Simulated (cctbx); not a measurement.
# What resolution and counting buy: Sm2Mn3Ga9

Space group Cmcm (no. 63), a = 12.9640 Å, b = 7.5060 Å, c = 9.6410 Å, α = 90.00°, β = 90.00°, γ = 90.00°.

```csv
atom,mult.,x,y,z,Ueq (Å²)
Sm1,8,0.6638,0.1680,1/4,0.0085
Ga1,16,0.3371,0.8287,0.0726,0.0137
Ga2,8,1/2,0.6743,0.9482,0.0095
Ga3,4,1/2,0.8821,1/4,0.0113
Ga4,8,0.8940,0.0492,1/4,0.0099
Mn1,8,0.1747,0,0,0.0095
Mn2,4,1/2,0,0,0.0058
```

The model is made up (kin elements in a known structure type, no relaxation), so it says nothing on whether the phase exists.

Five simulated data sets (cctbx; Ag Kα, λ = 0.56087 Å; 6 % proportional error) differ in resolution or exposure (noise floor 4 counts in the first three, 8 in the last two). Each is refined with the right model, isotropic at 1.1 Å and anisotropic otherwise. How do the figures of merit and the uncertainties move?

| d min (Å) | top counts | ⟨I/σ⟩ (unmerged, absences included) | unique | param. (scale apart) | Rint | R1 | GooF | largest s.u. xyz (fractional) | s.u. U of Mn1 (Å²) | largest error (Å) |
| --- | --- | --- | --- | --- | --- | --- | --- | --- | --- | --- |
| 1.1 | 5000 | 3.0 | 209 | 18 | 0.059 | 0.0255 | 1.08 | 0.00044 | 0.0010 | 0.0050 |
| 0.84 | 5000 | 2.8 | 464 | 40 | 0.068 | 0.0247 | 0.91 | 0.00025 | 0.0009 | 0.0014 |
| 0.6 | 5000 | 2.1 | 1236 | 40 | 0.090 | 0.0304 | 0.91 | 0.00018 | 0.0005 | 0.0013 |
| 0.75 | 300 | 0.4 | 643 | 40 | 0.536 | 0.1086 | 0.93 | 0.00218 | 0.0075 | 0.0312 |
| 0.75 | 3000 | 1.7 | 643 | 40 | 0.118 | 0.0381 | 0.93 | 0.00039 | 0.0014 | 0.0046 |

The number of reflections grows roughly as 1/d³: 209, 464 and 1236 here. R1 follows the noise rather than the truth: at 300 counts it is 0.1086, at 3000 counts 0.0381, while GooF is 0.93 and 0.93: the weights 1/σ² carry the noise. The s.u. of U (U11 where anisotropic) for Mn1 goes 0.0010, 0.0009, 0.0005 Å² with resolution and 0.0075, 0.0014 Å² with exposure.

Hardware for the 0.6 Å refinement: 0.67 s on 1 thread of Arm Neoverse N1, on a shared host, peak memory 0.09 GiB.

[Logs are printed without paths, hosts, clocks, repeated set-up lines and the standing remarks that a program may print on its own settings, such as how far it seeks lower states.]
